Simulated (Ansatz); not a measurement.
## InSe (R3m): the r2SCAN gap against the k mesh of the density

Aim: see how gap, energy and time of InSe (R3m) follow the k mesh of the density.

Program: Ansatz 0.2.0. Level of theory: DFT, r2SCAN, plane waves, PAW. Results are calculated unless marked as measured.

Report form: the programs' logs are mostly left out.

The database entry behind the starting cell differs from later determinations by our own check (c about 1.5 % long), so it need not match the best structure at ambient conditions.

## (1) The starting structure

It takes space group R3m (No. 160, trigonal). The conventional cell has a = 4.000 Å, b = 4.000 Å, c = 25.320 Å, α = 90.00°, β = 90.00°, γ = 120.00°. Nearest to In lie 3 Se at 2.64 Å and 1 In at 2.82 Å. Nearest to In lie 3 Se at 2.63 Å and 1 In at 2.82 Å. Nearest to Se lie 3 In at 2.64 Å. Nearest to Se lie 3 In at 2.63 Å. Farther neighbours and most contacts between anions are not listed.

The cell and positions come from the Crystallography Open Database and are kept as given unless a step says otherwise. The default PAW set here is soft_2. Its files were made with PBE.

## (2) k mesh of the density: 2×2×2

input.yaml reads:

```yaml
crystal:
  lattice:
    - [2.0, 1.1547005384, 8.44]
    - [-2.0, 1.1547005384, 8.44]
    - [0.0, -2.3094010768, 8.44]
  atoms:
    - { symbol: In, position: [0.0, 0.0, 0.0] }
    - { symbol: In, position: [0.1114, 0.1114, 0.1114] }
    - { symbol: Se, position: [0.6165, 0.6165, 0.6165] }
    - { symbol: Se, position: [0.8281, 0.8281, 0.8281] }
kpoints:
  mp_grid: { grid: [2, 2, 2] }
  band_path:
    path:
      - [0.0, 0.0, 0.0]
      - [-0.5, -0.5, -0.5]
      - [-0.5, -0.17914517, -0.82085483]
      - [-0.17914517, 0.17914517, -0.5]
      - [0.0, 0.0, -0.5]
      - [0.0, 0.33957259, -0.33957259]
      - [-0.33957259, 0.0, -0.66042741]
      - [-0.5, 0.0, -0.5]
    npoints: 1
hamiltonian:
  xc: r2scan
scf:
  occupations: { method: fixed }
  n_extra_bands: 5
output:
  eigenvalues: true
```

The run is started by

```console
$ ansatz run input.yaml --threads 3 --pin off --max-ram 92160MiB --backend cuda --events-out ev --progress --plain --runs-dir out --devices 1 --max-vram 13GiB
```

It took 8.3 s on 1 × NVIDIA H100 80GB HBM3 (shared by 6 runs) with 3 threads of AMD EPYC 7R13 (Zen 3), shared host; peak memory 1.1 GiB; 3.5 s of CPU time.

This step gave:

```yaml
gap: 0.8338 eV
valence_top_at: T
conduction_bottom_at: T
least_direct_gap: 0.8338 eV
```

The gap is direct, at (-0.500, -0.500, -0.500).

## (3) k mesh of the density: 4×4×4

Edit input.yaml of step 2 so:

```diff
@@ -11,3 +11,3 @@
 kpoints:
-  mp_grid: { grid: [2, 2, 2] }
+  mp_grid: { grid: [4, 4, 4] }
   band_path:
@@ -30 +30,5 @@
   eigenvalues: true
+  write_density: true
+  write_potential: true
+  elf: true
+  volumetric_format: npy
```

It took 14 s on 1 × NVIDIA H100 80GB HBM3 (shared by 6 runs) with 3 threads; peak memory 1.1 GiB; 4.4 s of CPU time.

Numbers from this step:

| Property | Result |
| --- | --- |
| gap | 0.8639 eV |
| valence top at | T |
| conduction bottom at | T |
| least direct gap | 0.8639 eV |

The gap is 0.864 eV, +0.030 eV from the run before at this level.

## (4) k mesh of the density: 6×6×6 (the default)

input.yaml, the sections that differ from step 3:

```yaml
kpoints:
  mp_grid: { grid: [6, 6, 6] }
  band_path:
    path:
      - [[0.0, 0.0, 0.0], [-0.5, -0.5, -0.5], [-0.5, -0.17914517, -0.82085483]]
      - [[-0.17914517, 0.17914517, -0.5], [0.0, 0.0, -0.5], [0.0, 0.0, 0.0], [0.0, 0.33957259, -0.33957259]]
      - [[-0.33957259, 0.0, -0.66042741], [-0.5, 0.0, -0.5], [0.0, 0.0, 0.0]]
    npoints: 10
scf:
  occupations: { method: fermi_dirac, width: 0.02 }
  n_extra_bands: 5
# crystal, hamiltonian, output: as in step 3
```

The job ended after 7.2 s (1 × NVIDIA H100 80GB HBM3 (shared by 6 runs) with 3 threads; peak memory 1.1 GiB).

Numbers from this step:

```yaml
gap: 0.8669 eV
valence_top_at: T
conduction_bottom_at: T
least_direct_gap: 0.8669 eV
```

The gap is 0.867 eV, +0.003 eV from the run before at this level.

## (5) k mesh of the density: 10×10×10

input.yaml, the sections that differ from step 4:

```yaml
kpoints:
  mp_grid: { grid: [10, 10, 10] }
  band_path:
    path:
      - [0.0, 0.0, 0.0]
      - [-0.5, -0.5, -0.5]
      - [-0.5, -0.17914517, -0.82085483]
      - [-0.17914517, 0.17914517, -0.5]
      - [0.0, 0.0, -0.5]
      - [0.0, 0.33957259, -0.33957259]
      - [-0.33957259, 0.0, -0.66042741]
      - [-0.5, 0.0, -0.5]
    npoints: 1
scf:
  occupations: { method: fixed }
  n_extra_bands: 5
output:
  eigenvalues: true
# crystal, hamiltonian: as in step 4
```

Elapsed: 14 s, on 1 × NVIDIA H100 80GB HBM3 (shared by 6 runs) with 3 threads; peak memory 1.1 GiB.

This step gave:

* gap: 0.8671 eV
* valence top at: T
* conduction bottom at: T
* least direct gap: 0.8671 eV

The gap is 0.867 eV, as in the run before at this level.

## (6) The series

Differences are against the last row; a negative gap means that bands overlap, and a run with a band path holds that path's time. Times are wall times on 1 × NVIDIA H100 80GB HBM3 (shared by 6 runs) with 3 threads of AMD EPYC 7R13 (Zen 3), shared host. The host was busy with other work, so they are no guide to cost.

```
k mesh of the density  gap (eV)  direct gap (eV)  gap error (eV)  energy error (meV/atom)  irreducible k   time
                2×2×2     0.834            0.834          −0.033                   +316.8              4  8.3 s
                4×4×4     0.864            0.864          −0.003                    +16.5             13   14 s
                6×6×6     0.867            0.867         −0.0002                     +1.2             32  7.2 s
             10×10×10     0.867            0.867          +0.000                     +0.0            116   14 s
```

## (7) What came out

- 2×2×2: 0.834 eV
- 4×4×4: 0.864 eV
- 6×6×6: 0.867 eV
- 10×10×10: 0.867 eV

The gap holds to 0.02 eV from 4×4×4 on. At 2×2×2 the gap is off by −0.033 eV and the energy by +317 meV/atom. The gap is read over the mesh and added points near the edges, so meshes differ mainly through the density and, for a hybrid, the exchange operator.

[Paths, hosts, dates, memory and timing lines, banners, echoed tables and standing remarks are left out of the program output.]

[Logs are printed without paths, hosts, clocks, repeated set-up lines and the standing remarks that a program may print on its own settings, such as how far it seeks lower states.]

[Runs of the session that timed out or met a known fault of the program may be left out.]

[Cells called generated may have been cut or substituted from an entry of the Crystallography Open Database or the Materials Project.]

[Hosts, paths, dates, database ids (printed as entryN), source tags and the programs' standing remarks are cut or masked in the printed files.]
